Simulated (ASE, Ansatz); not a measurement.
# What went wrong? Ti3C2O2 MXene, 1 layer (61 atoms)

Program: Ansatz 0.2.0. The cell: 25 Ti, 18 C and 18 O.

Contents of input.yaml:

```yaml
crystal:
  lattice:
    - [9.12, 0.0, 0.0]
    - [-4.56, 7.89815, 0.0]
    - [0.0, 0.0, 20.9]
  atoms:
    - { symbol: Ti, position: [0.99518, 0.9966, 0.50029] }
    - { symbol: C, position: [0.11156, 0.22162, 0.56145] }
    - { symbol: C, position: [0.22161, 0.11901, 0.43897] }
    - { symbol: Ti, position: [0.10974, 0.22207, 0.37761] }
    - { symbol: O, position: [0.99897, 0.99839, 0.66586] }
    - { symbol: O, position: [0.99969, 0.99851, 0.33704] }
    - { symbol: Ti, position: [0.99968, 0.32884, 0.49692] }
    - { symbol: C, position: [0.11054, 0.54848, 0.56064] }
    - { symbol: C, position: [0.22201, 0.44431, 0.44062] }
    - { symbol: Ti, position: [0.21671, 0.43984, 0.62213] }
    - { symbol: Ti, position: [0.11367, 0.55545, 0.3785] }
    - { symbol: O, position: [0.99938, 0.3356, 0.6634] }
    - { symbol: O, position: [0.00225, 0.33488, 0.33616] }
    - { symbol: Ti, position: [0.99943, 0.67158, 0.50033] }
    - { symbol: C, position: [0.11435, 0.89154, 0.56163] }
    - { symbol: C, position: [0.22521, 0.78257, 0.44045] }
    - { symbol: Ti, position: [0.2211, 0.7746, 0.62467] }
    - { symbol: Ti, position: [0.11248, 0.89265, 0.37747] }
    [... 37 atom lines left out ...]
    - { symbol: C, position: [0.77732, 0.89167, 0.5608] }
    - { symbol: C, position: [0.88794, 0.78241, 0.43746] }
    - { symbol: Ti, position: [0.88832, 0.77879, 0.62149] }
    - { symbol: Ti, position: [0.77981, 0.88968, 0.37926] }
    - { symbol: O, position: [0.67051, 0.6666, 0.66316] }
    - { symbol: O, position: [0.66345, 0.66885, 0.33464] }
kpoints:
  mp_grid: { grid: [2, 2, 1] }
hamiltonian:
  xc: pbe
scf:
  occupations: { method: gaussian, width: 0.05 }
  eigensolver: { kind: { support_functions: { accuracy: medium, radius: 3.05 } } }
  max_iter: 150
output:
  forces: true
  eigenvalues: true
```

The run is started by

```sh
> ansatz run input.yaml --threads 8 --pin off --max-ram 15872MiB --backend cpu --events-out ev --progress --plain --runs-dir out
```

Log:

```text
Warning: scf.eigensolver.kind.support_functions: disabling space-group detection — the functions' gradient is summed over unrotated k-points, so no spatial operation reduces the k-mesh or symmetrises the density; time reversal is kept, so that k and −k are solved as one point where they differ and the mesh holds both, and exact exchange and, on two spinor components, a DFT+U term hold to it where the run has them: [...]
Warning: basis.ecutwfc = 464 eV, auto-derived: no grid that the accuracy of the support functions lays serves the files at the lower one that their records recommend; a deck with other species or settings can derive another value
settings of this run that can trade accuracy for cost: scf.eigensolver.kind.support_functions [...]
Engine: ansatz 0.2.0, aarch64-unknown-linux-gnu
Pseudopotentials: kind: paw
Pseudopotential: Ti, paw, valence charge 12, recommended cutoff 420 eV (normal), Ti.paw.azcp
Pseudopotential: C, paw, valence charge 4, recommended cutoff 420 eV (normal), C.paw.azcp
Pseudopotential: O, paw, valence charge 6, recommended cutoff 420 eV (normal), O.paw.azcp
[... 5 lines on functional and potentials left out ...]
Error: SCF: the radius of support functions is under 3.42 Å, the least for these sites at the functions' level (scf.eigensolver.kind.support_functions.accuracy). Use scf.eigensolver.kind: auto, or type scf.eigensolver.kind.support_functions.radius at least as long, [...]
```

The job ended after 2.9 s (8 threads of Arm Neoverse V2, shared host; peak memory 0.38 GiB; 12 s of CPU time).

What is at fault here, and what would mend it?

A radius under the least that the level allows: support_functions.radius = 3.05.

The fix is to use a longer radius.

The run ended with an error.

[Logs are printed without paths, hosts, clocks, repeated set-up lines and the standing remarks that a program may print on its own settings, such as how far it seeks lower states.]

[Hosts, paths, dates, database ids (printed as entryN), source tags and the programs' standing remarks are cut or masked in the printed files.]
